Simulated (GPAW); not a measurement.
# Core-hole calculation of the S K edge in LiHS (Ama2), part 2 of 3

What does one-electron theory with a core hole give for the S K edge of LiHS (Ama2)?

GPAW 26.7.0; X-ray absorption from dipole matrix elements to empty bands, plane-wave PAW LDA.

So far. Step 2 (The field without a hole): The mesh shows a gap of 3.19 eV, so the hole is first treated in a charged cell, without the excited electron. Step 3 (Spectrum without a core hole, S atom 1): Main maxima below 24 eV (height): 0.7 eV (0.43), 3.1 eV (1.56), 4.1 eV (1.44), 6.5 eV (1.74), 11.9 eV (1.10) and 13.9 eV (1.08). A K edge sees empty p states on the absorber.

## (5) Spectrum with FCH, S atom 1

The holes are 5.5 Å apart. In GPAW the data set carries the hole's charge, so charge=0 means a charged cell and charge=-1 a neutral one. The excited electron is left out and a uniform background balances the charge. After the field has converged, empty bands are computed with the density fixed and the dipole matrix elements are summed.

File xas.py:

```python
import numpy as np
from ase import Atoms
from ase.parallel import parprint, paropen
from gpaw import GPAW, PW, FermiDirac, Mixer, MixerDif, setup_paths
from gpaw.test import gen
setup_paths.insert(0, '.')
gen('S', name='fch1s', xcname='LDA', corehole=(1, 0, 1), write_xml=True)
from gpaw.mpi import world
world.barrier()

atoms = Atoms('S4Li4H4',
    cell=[[0, 0, 5.51478],
     [0, -5.61841, 0],
     [6.15687, 0, 0]],
    scaled_positions=[[0.73705, 0.26171, 0.25],
     [0.23705, 0.76171, 0.25],
     [0.73705, 0.73829, 0.75],
     [0.23705, 0.23829, 0.75],
     [0.50166, 0, 0],
     [0.00166, 0.5, 0],
     [0.50166, 0, 0.5],
     [0.00166, 0.5, 0.5],
     [0.55829, 0.5748, 0.75],
     [0.05829, 0.0748, 0.75],
     [0.55829, 0.4252, 0.25],
     [0.05829, 0.9252, 0.25]],
    pbc=True)
atoms.calc = calc = GPAW(legacy_gpaw=True, mode=PW(500, force_complex_dtype=True), xc='LDA', setups={0: 'fch1s'},
    kpts={'size': (3, 3, 2), 'gamma': True}, occupations=FermiDirac(0.02),
    charge=0, mixer=Mixer(0.1, 5, 50), maxiter=150,
    convergence={'density': 0.0001, 'eigenstates': 1e-6}, txt='scf.txt')
energy = atoms.get_potential_energy() + calc.get_reference_energy()
ef = calc.get_fermi_level()
out = dict(energy=energy, fermi=ef, forces=atoms.get_forces().tolist())
parprint(f'all-electron energy {energy:.4f} eV, Fermi level {ef:.4f} eV')
ev = np.array([[calc.get_eigenvalues(k, s) for k in range(len(calc.get_ibz_k_points()))] for s in range(calc.get_number_of_spins())])
out['homo'], out['lumo'], out['counts'] = ev[ev < ef].max(), ev[ev > ef].min(), sorted(set((ev < ef).sum((0, 2)).tolist()))
out['filled'] = (ev[:, 0] < ef).sum(1).tolist()

from ase.units import Ha
from gpaw.xas import dipole_matrix_elements
nb = int(calc.get_number_of_electrons() / 2) + 116
top, nb = nb, nb + 8 + nb // 12
nscf = calc.fixed_density(kpts={'size': (3, 3, 3), 'gamma': True}, nbands=nb,
    convergence={'bands': top, 'eigenstates': 1e-5}, maxiter=60, txt='nscf.txt')
cell = atoms.cell.array
ops = [cell.T @ U.T @ np.linalg.inv(cell.T) for U in nscf.wfs.kd.symmetry.op_scc]
filled = [16]  # bands filled in the ground state, by spin
E = np.arange(-6, 34, 0.1)
fwhm = np.interp(E, [4, 25], [0.9, 3.5])
Y, X, zero, highest = 0, 0, 1e9, 1e9
for spin in range(nscf.get_number_of_spins()):
    wfs = nscf.wfs
    A = dipole_matrix_elements(wfs.setups[0])
    eps = np.zeros((wfs.kd.nibzkpts, nb))
    d = np.zeros((3, A.shape[1], wfs.kd.nibzkpts, nb), complex)
    for kpt in wfs.kpt_u:
        if kpt.s == spin and 0 in kpt.P_ani:
            eps[kpt.k] = kpt.eps_n * Ha
            d[:, :, kpt.k] = (kpt.weight * wfs.nspins / 2) ** 0.5 * np.inner(A, kpt.P_ani[0])
    world.sum(eps)
    world.sum(d)
    T = np.einsum('amkn,bmkn->abkn', d, d.conj()).real
    T = sum(np.einsum('ai,ijkn,bj->abkn', R, T, R) for R in ops) / len(ops)
    empty = np.ones_like(eps, bool) & (np.arange(nb) >= filled[spin])
    zero, highest = min(zero, eps[empty].min()), min(highest, eps[:, top - 1].min())
    lines = [(eps, T, empty)] if spin == 0 else lines + [(eps, T, empty)]
for eps, T, empty in lines:
    f = np.einsum('aakn->akn', T).reshape(3, -1)
    x = eps.ravel() - zero
    w = np.interp(x, E, fwhm) / 2.35482
    g = np.exp(-0.5 * ((E[:, None] - x) / w) ** 2) / (w * (2 * np.pi) ** 0.5)
    Y = Y + (f * empty.ravel()) @ g.T
    X = X + (f * ~empty.ravel()) @ g.T
out.update(E=E.round(2).tolist(), xas=Y.tolist(), xes=X.tolist(), zero=zero, valid=highest - zero, nk=len(eps), nb=nb)
for i in range(0, len(E), 10):
    parprint(f'{E[i]:7.2f}', *(f'{v:10.3e}' for v in Y[:, i]))
import json
with paropen('out.json', 'w') as f:
    json.dump(out, f)
```

Launch:

```bash
OMP_NUM_THREADS=1 mpirun -n 2 gpaw python xas.py
```

Numbers of over 12 decimals in the logs are rounded to 6 here.

The program printed:

```text
Input parameters:
  convergence: {density: 0.0001,
                eigenstates: 1e-06}
  kpts: {gamma: True,
         size: (3, 3, 2)}
  maxiter: 150
  mixer: {backend: pulay,
          beta: 0.1,
          method: separate,
          nmaxold: 5,
          weight: 50}
  mode: {ecut: 500.0,
         force_complex_dtype: True,
         name: pw}
  occupations: {fixmagmom: False,
                name: fermi-dirac,
                width: 0.02}
  setups: {0: fch1s}

Initialize ...

[... PAW data sets ...]

Reference energy: -41660.256923  # eV

Spin-paired calculation

[... convergence settings ...]
Symmetries present (total): 1
  [... symmetry matrices ...]

18 k-points: 3 x 3 x 2 Monkhorst-Pack grid + [0.000000,0.000000,1/4]
10 k-points in the irreducible part of the Brillouin zone
       k-points in crystal coordinates                weights
   0:     0.00000000    0.00000000    0.00000000          1/18
   1:     0.00000000    0.00000000    0.50000000          1/18
   2:     0.00000000    0.33333333    0.00000000          2/18
   3:     0.00000000    0.33333333    0.50000000          2/18
   4:     0.33333333   -0.33333333    0.00000000          2/18
   5:     0.33333333   -0.33333333    0.50000000          2/18
   6:     0.33333333    0.00000000    0.00000000          2/18
   7:     0.33333333    0.00000000    0.50000000          2/18
   8:     0.33333333    0.33333333    0.00000000          2/18
   9:     0.33333333    0.33333333    0.50000000          2/18

Wave functions: Plane wave expansion
  Cutoff energy: 500.000 eV
  Number of coefficients (min, max): 4816, 4858
  Pulay-stress correction: 0.000000 eV/Ang^3 (de/decut=0.000000)
  Using FFTW library
  Wavefunction extrapolation:
    Improved wavefunction reuse through dual PAW basis

Occupation numbers: Fermi-Dirac:
  width: 0.0200  # eV

Eigensolver
   Davidson(niter=2)

Densities:
  Coarse grid: 30*30*32 grid
  Fine grid: 60*60*64 grid
  Total Charge: 1.000000

Density mixing:
  Method: separate
  Backend: pulay
  Linear mixing parameter: 0.1
  old densities: 5
  Width of damping distribution: 1.1
  Damping of long wavelength oscillations: 50

[... Hamiltonian set-up ...]
Number of atoms: 12
Number of atomic orbitals: 36
Number of bands in calculation: 24
Number of valence electrons: 32
Bands to converge: occupied

... initialized

Initializing position-dependent things.

Density initialized from atomic densities
Creating initial wave functions:
  24 bands from LCAO basis set

           LiS    Li
                   S
             H      H
                     S
                      H
            S
         Li     Li
           H

Atomic positions and initial magnetic moments

Positions:
   0 S      1.539217   -1.470394    4.064669    ( 0.0000,  0.0000,  0.0000)
   1 S      1.539217   -4.279599    1.307279    ( 0.0000,  0.0000,  0.0000)
   2 S      4.617653   -4.148016    4.064669    ( 0.0000,  0.0000,  0.0000)
   3 S      4.617653   -1.338811    1.307279    ( 0.0000,  0.0000,  0.0000)
   4 Li     0.000000    0.000000    2.766545    ( 0.0000,  0.0000,  0.0000)
   5 Li     0.000000   -2.809205    0.009155    ( 0.0000,  0.0000,  0.0000)
   6 Li     3.078435    0.000000    2.766545    ( 0.0000,  0.0000,  0.0000)
   7 Li     3.078435   -2.809205    0.009155    ( 0.0000,  0.0000,  0.0000)
   8 H      4.617653   -3.229462    3.078847    ( 0.0000,  0.0000,  0.0000)
   9 H      4.617653   -0.420257    0.321457    ( 0.0000,  0.0000,  0.0000)
  10 H      1.539217   -2.388948    3.078847    ( 0.0000,  0.0000,  0.0000)
  11 H      1.539217   -5.198153    0.321457    ( 0.0000,  0.0000,  0.0000)

Unit cell:
           periodic     x           y           z      points  spacing
  1. axis:    yes    0.000000    0.000000    5.514780    30     0.1838
  2. axis:    yes    0.000000   -5.618410    0.000000    30     0.1873
  3. axis:    yes    6.156870    0.000000    0.000000    32     0.1924

  Lengths:   5.514780   5.618410   6.156870
  Angles:   90.000000  90.000000  90.000000

Effective grid spacing dv^(1/3) = 0.1878

iter:   1   -64.204067
iter:   2   -63.875277   -1.50  -0.87
iter:   3   -62.997453   -1.38  -0.92
iter:   4   -62.966918   -2.88  -1.31
iter:   5   -62.926692   -2.32  -1.38
iter:   6   -62.920504   -3.18  -2.06
iter:   7   -62.914243c  -3.29  -2.10
iter:   8   -62.913943c  -4.61  -2.60
iter:   9   -62.913909c  -4.67  -2.69
iter:  10   -62.913923c  -4.92  -3.02
iter:  11   -62.913872c  -5.74  -3.17
iter:  12   -62.913868c  -6.02c -3.49
iter:  13   -62.913868c  -7.31c -3.63
iter:  14   -62.913867c  -6.90c -3.72
iter:  15   -62.913866c  -7.57c -3.97
iter:  16   -62.913866c  -8.44c -4.10c

Converged after 16 iterations.

Dipole moment: (-0.772742, 0.560346, -2.399807) |e|*Ang

Energy contributions relative to reference atoms: (reference = -41660.256923)

Kinetic:        +44.871139
Potential:      -62.839818
External:        +0.000000
XC:             -44.781574
Entropy (-ST):   -0.000000
Local:           -0.163613
SIC:             +0.000000
--------------------------
Free energy:    -62.913866
Extrapolated:   -62.913866

Showing only first 2 kpts
 Kpt  Band  Eigenvalues  Occupancy
  0    14      0.07917    2.00000
  0    15      0.30234    2.00000
  0    16      2.42803    0.00000
  0    17      3.98417    0.00000

  1    14     -0.49792    2.00000
  1    15      0.06539    2.00000
  1    16      2.76570    0.00000
[...]
Fermi level: 0.96329

Gap: 2.126 eV
Transition (v -> c):
  (s=0, k=0, n=15, [0.00, 0.00, 0.00]) -> (s=0, k=0, n=16, [0.00, 0.00, 0.00])
No difference between direct/indirect transitions

Forces in eV/Ang:
  0 S     0.00000   -0.47214   -0.51476
  1 S     0.00000    0.35051    0.42939
  2 S    -0.00000   -0.21712    0.43708
  3 S    -0.00000   -0.44335    0.31980
  4 Li   -0.49405    0.37984   -0.33394
  5 Li   -0.51852   -0.34485    0.35657
  6 Li    0.49405    0.37984   -0.33394
  7 Li    0.51852   -0.34485    0.35657
  8 H     0.00000    0.27167   -0.46396
  9 H    -0.00000    0.45425   -0.27301
 10 H    -0.00000    0.15552    0.20830
 11 H     0.00000   -0.16937   -0.20811
Scalar-relativistic atomic LDA calculation for S (Sulfur, Z=16)
Core hole in 1s state (1s occupation: 1.0)
450 radial gridpoints.
|------------------------------------------------|
|------------------------------------------------|
[... the atom generator's iteration count ...]

Energy contributions:
-------------------------
Kinetic:     +307.027779
XC:           -20.036781
Potential:   -593.463960
-------------------------
Total:       -306.472962

state      eigenvalue         ekin         rmax
-----------------------------------------------
1s^1.0 :   -94.587655   125.271961        0.063
2s^2.0 :    -9.346963    20.537295        0.374
2p^6.0 :    -7.528664    20.376522        0.303
3s^2.0 :    -1.141348     3.532854        1.290
3p^4.0 :    -0.722112     2.839097        1.384
-----------------------------------------------
(units: Bohr and Hartree)

Generating PAW setup
Kinetic energy of the core from tauc = 289.375410
Cutoffs:
rc(s)=1.840
rc(p)=1.850
rc(d)=1.700
rc(vbar)=1.720
rc(comp)=1.430
rc(nct)=1.850

Kinetic energy of the core states: 288.605682
Charge: 1.0
Core electrons: 9.0
Valence electrons: 6.0
Pseudo-core charge: 0.024693
Shape function alpha=4.890
Pseudo-electron charge 6.344591
state    eigenvalue         norm
--------------------------------
3s(2) :    -1.141348     1.235204
*s    :    -0.141348
3p(4) :    -0.722112     0.962372
*p    :     0.277888
*d    :     0.000000
--------------------------------

Diagonalizing with gridspacing h=0.050

state   all-electron     PAW
-------------------------------
3s:      -1.141348    -1.142157
3p:      -0.722112    -0.722797
*d:                   -0.153507
*f:                   -0.016109
-------------------------------
all-electron energy -41723.1708 eV, Fermi level 0.9633 eV
[...]
31.00  2.277e-06  2.331e-06  2.174e-06
  32.00  2.103e-06  2.347e-06  2.241e-06
  33.00  2.049e-06  2.344e-06  2.306e-06
```

The job ended after 97 s (2 MPI ranks of Arm Neoverse V2, shared host; peak memory 0.39 GiB).

The S K spectrum, S atom 1, full core hole (charged cell) (energy from the lowest empty level; intensity scaled to a mean of 1 over the first 20 eV; polarised curves are means over the symmetry-equivalent atoms):

| E (eV) | isotropic | ε ∥ x | ε ∥ y | ε ∥ z |
| --- | --- | --- | --- | --- |
| -2.0 | 0.00 | 0.00 | 0.00 | 0.00 |
| -1.5 | 0.00 | 0.00 | 0.00 | 0.00 |
| -1.0 | 0.00 | 0.00 | 0.00 | 0.00 |
| -0.5 | 0.07 | 0.00 | 0.09 | 0.11 |
| 0.0 | 0.45 | 0.00 | 0.61 | 0.74 |
| 0.5 | 1.13 | 0.01 | 1.56 | 1.82 |
| 1.0 | 1.95 | 0.02 | 2.72 | 3.12 |
| 1.5 | 1.34 | 0.07 | 1.84 | 2.10 |
| 2.0 | 0.41 | 0.18 | 0.50 | 0.55 |
| 2.5 | 0.56 | 0.41 | 0.61 | 0.65 |
| 3.0 | 0.85 | 0.50 | 0.99 | 1.05 |
| 3.5 | 1.01 | 0.43 | 1.37 | 1.22 |
| 4.0 | 1.58 | 1.13 | 1.90 | 1.70 |
| 4.5 | 1.80 | 2.26 | 1.57 | 1.58 |
| 5.0 | 1.48 | 2.08 | 1.16 | 1.20 |
| 5.5 | 1.49 | 1.37 | 1.53 | 1.56 |
| 6.0 | 1.89 | 1.50 | 2.05 | 2.12 |
| 6.5 | 1.89 | 1.62 | 2.00 | 2.04 |
| 7.0 | 1.38 | 1.28 | 1.43 | 1.42 |
| 7.5 | 0.93 | 0.86 | 0.94 | 1.00 |
| 8.0 | 0.74 | 0.55 | 0.80 | 0.87 |
| 8.5 | 0.68 | 0.51 | 0.76 | 0.77 |
| 9.0 | 0.66 | 0.69 | 0.65 | 0.64 |
| 9.5 | 0.63 | 0.82 | 0.52 | 0.54 |
| 10.0 | 0.63 | 0.87 | 0.48 | 0.52 |
| 10.5 | 0.73 | 1.02 | 0.58 | 0.60 |
| 11.0 | 0.92 | 1.23 | 0.78 | 0.74 |
| 11.5 | 1.09 | 1.37 | 0.99 | 0.91 |
| 12.0 | 1.18 | 1.36 | 1.13 | 1.05 |
| 12.5 | 1.17 | 1.24 | 1.16 | 1.12 |
| 13.0 | 1.09 | 1.04 | 1.13 | 1.10 |
| 13.5 | 0.98 | 0.84 | 1.07 | 1.05 |
| 14.0 | 0.89 | 0.72 | 0.99 | 0.98 |
| 14.5 | 0.83 | 0.67 | 0.90 | 0.92 |
| 15.0 | 0.78 | 0.66 | 0.82 | 0.87 |
| 15.5 | 0.74 | 0.65 | 0.76 | 0.81 |
| 16.0 | 0.72 | 0.64 | 0.74 | 0.77 |
| 16.5 | 0.73 | 0.65 | 0.75 | 0.78 |
| 17.0 | 0.75 | 0.66 | 0.78 | 0.81 |
| 17.5 | 0.78 | 0.68 | 0.82 | 0.85 |
| 18.0 | 0.78 | 0.67 | 0.82 | 0.85 |
| 18.5 | 0.75 | 0.65 | 0.79 | 0.82 |
| 19.0 | 0.71 | 0.63 | 0.74 | 0.76 |
| 19.5 | 0.67 | 0.62 | 0.68 | 0.69 |
| 20.0 | 0.65 | 0.64 | 0.66 | 0.66 |
| 20.5 | 0.68 | 0.69 | 0.69 | 0.67 |
| 21.0 | 0.75 | 0.74 | 0.76 | 0.73 |
| 21.5 | 0.83 | 0.81 | 0.86 | 0.81 |
| 22.0 | 0.91 | 0.87 | 0.95 | 0.90 |
| 22.5 | 0.96 | 0.92 | 1.00 | 0.96 |
| 23.0 | 0.99 | 0.97 | 1.02 | 1.00 |
| 23.5 | 1.00 | 0.99 | 1.00 | 1.00 |
| 24.0 | 0.98 | 1.00 | 0.96 | 0.99 |
| 24.5 | 0.95 | 0.99 | 0.91 | 0.96 |
| 25.0 | 0.92 | 0.97 | 0.87 | 0.92 |
| 25.5 | 0.89 | 0.94 | 0.83 | 0.88 |
| 26.0 | 0.86 | 0.92 | 0.80 | 0.85 |
| 26.5 | 0.83 | 0.90 | 0.78 | 0.81 |
| 27.0 | 0.81 | 0.89 | 0.77 | 0.79 |
| 27.5 | 0.80 | 0.87 | 0.76 | 0.76 |
| 28.0 | 0.78 | 0.86 | 0.75 | 0.74 |
| 28.5 | 0.78 | 0.86 | 0.75 | 0.73 |
| 29.0 | 0.79 | 0.86 | 0.77 | 0.73 |
| 29.5 | 0.80 | 0.87 | 0.79 | 0.74 |
| 30.0 | 0.81 | 0.87 | 0.81 | 0.76 |
| 30.5 | 0.82 | 0.86 | 0.84 | 0.78 |
| 31.0 | 0.82 | 0.83 | 0.85 | 0.79 |
| 31.5 | 0.82 | 0.80 | 0.86 | 0.81 |
| 32.0 | 0.81 | 0.77 | 0.86 | 0.82 |

Main maxima below 24 eV (height): 1.1 eV (2.00), 4.4 eV (1.83), 6.3 eV (1.97), 12.2 eV (1.19), 17.8 eV (0.79) and 23.3 eV (1.00). 

The hole costs E(hole) − E(ground) = 2472.05 eV, and the lowest empty level of the hole cell on the spectrum's mesh lies at 2.43 eV, which puts the zero at 2474.48 eV. One term is added: -16.82 eV, since the hole is spin-paired here and a spin-polarised one costs that much less in the free atom (computed apart). The photon energy is then 2457.66 eV. The functional and the charged cell's background leave an error in such absolute values: in the free atom LDA prices this hole 9.1 eV below PBE (computed apart), and PBE is itself good to a few eV.

## (6) Excitation energy, S atom 1

With the excited electron kept in the cell the system stays neutral, and the energy difference is an excitation energy by itself. In a small cell that electron takes up a good share of the lowest empty band, or all of one, which shifts the value from the true onset.

Changed against the first core-hole run: core hole to XCH, with the smearing that suits a partly filled band.

File scf.py:

```python
import numpy as np
from ase import Atoms
from ase.parallel import parprint, paropen
from gpaw import GPAW, PW, FermiDirac, Mixer, MixerDif, setup_paths
from gpaw.test import gen
setup_paths.insert(0, '.')
gen('S', name='fch1s', xcname='LDA', corehole=(1, 0, 1), write_xml=True)
from gpaw.mpi import world
world.barrier()

atoms = Atoms('S4Li4H4',
    cell=[[0, 0, 5.51478],
     [0, -5.61841, 0],
     [6.15687, 0, 0]],
    scaled_positions=[[0.73705, 0.26171, 0.25],
     [0.23705, 0.76171, 0.25],
     [0.73705, 0.73829, 0.75],
     [0.23705, 0.23829, 0.75],
     [0.50166, 0, 0],
     [0.00166, 0.5, 0],
     [0.50166, 0, 0.5],
     [0.00166, 0.5, 0.5],
     [0.55829, 0.5748, 0.75],
     [0.05829, 0.0748, 0.75],
     [0.55829, 0.4252, 0.25],
     [0.05829, 0.9252, 0.25]],
    pbc=True)
atoms.calc = calc = GPAW(legacy_gpaw=True, mode=PW(500, force_complex_dtype=True), xc='LDA', setups={0: 'fch1s'},
    kpts={'size': (3, 3, 2), 'gamma': True}, occupations=FermiDirac(0.04),
    charge=-1, mixer=Mixer(0.1, 5, 50), maxiter=150,
    convergence={'density': 0.0001, 'eigenstates': 1e-6}, txt='scf.txt')
energy = atoms.get_potential_energy() + calc.get_reference_energy()
ef = calc.get_fermi_level()
out = dict(energy=energy, fermi=ef, forces=atoms.get_forces().tolist())
parprint(f'all-electron energy {energy:.4f} eV, Fermi level {ef:.4f} eV')
ev = np.array([[calc.get_eigenvalues(k, s) for k in range(len(calc.get_ibz_k_points()))] for s in range(calc.get_number_of_spins())])
out['homo'], out['lumo'], out['counts'] = ev[ev < ef].max(), ev[ev > ef].min(), sorted(set((ev < ef).sum((0, 2)).tolist()))
out['filled'] = (ev[:, 0] < ef).sum(1).tolist()
import json
with paropen('out.json', 'w') as f:
    json.dump(out, f)
```

Launch:

```bash
OMP_NUM_THREADS=1 mpirun -n 2 gpaw python scf.py
```

The program printed:

```text
Input parameters:
  charge: -1
  convergence: {density: 0.0001,
                eigenstates: 1e-06}
  kpts: {gamma: True,
         size: (3, 3, 2)}
  maxiter: 150
  mixer: {backend: pulay,
          beta: 0.1,
          method: separate,
          nmaxold: 5,
          weight: 50}
  mode: {ecut: 500.0,
         force_complex_dtype: True,
         name: pw}
  occupations: {fixmagmom: False,
[...]
--------------------------------
3s(2) :    -1.141348     1.235204
*s    :    -0.141348
3p(4) :    -0.722112     0.962372
*p    :     0.277888
*d    :     0.000000
--------------------------------

Diagonalizing with gridspacing h=0.050

state   all-electron     PAW
-------------------------------
3s:      -1.141348    -1.142157
3p:      -0.722112    -0.722797
*d:                   -0.153507
*f:                   -0.016109
-------------------------------
all-electron energy -41719.8247 eV, Fermi level 3.9002 eV
[key lines of the parts left out:]
Converged after 18 iterations.
Dipole moment: (-0.165827, 0.348479, -2.573858) |e|*Ang
Free energy:    -59.575245
Fermi level: 3.90024
```

It took 14 s on 2 MPI ranks; peak memory 0.25 GiB; 29 s of CPU time.

The total-energy difference is 2475.40 eV. With the free-atom term of -16.82 eV for this edge, the photon energy is 2458.58 eV.

(Continued in part 3 of 3.)

[Banner, clock and machine lines of the logs are left out without a mark of their own.]

[Logs are printed without paths, hosts, clocks, repeated set-up lines and the standing remarks that a program may print on its own settings, such as how far it seeks lower states.]

[Hosts, paths, dates, database ids (printed as entryN), source tags and the programs' standing remarks are cut or masked in the printed files.]

[Lists of maxima count a maximum above −3 eV only where it reaches 4 % of the highest in the window and stands out from its surroundings by 2 % of it (1.5 % where it reaches 55 %); shoulders and weaker maxima are passed over, and of the rest the first, up to two pre-edge ones and the few strongest are named.]
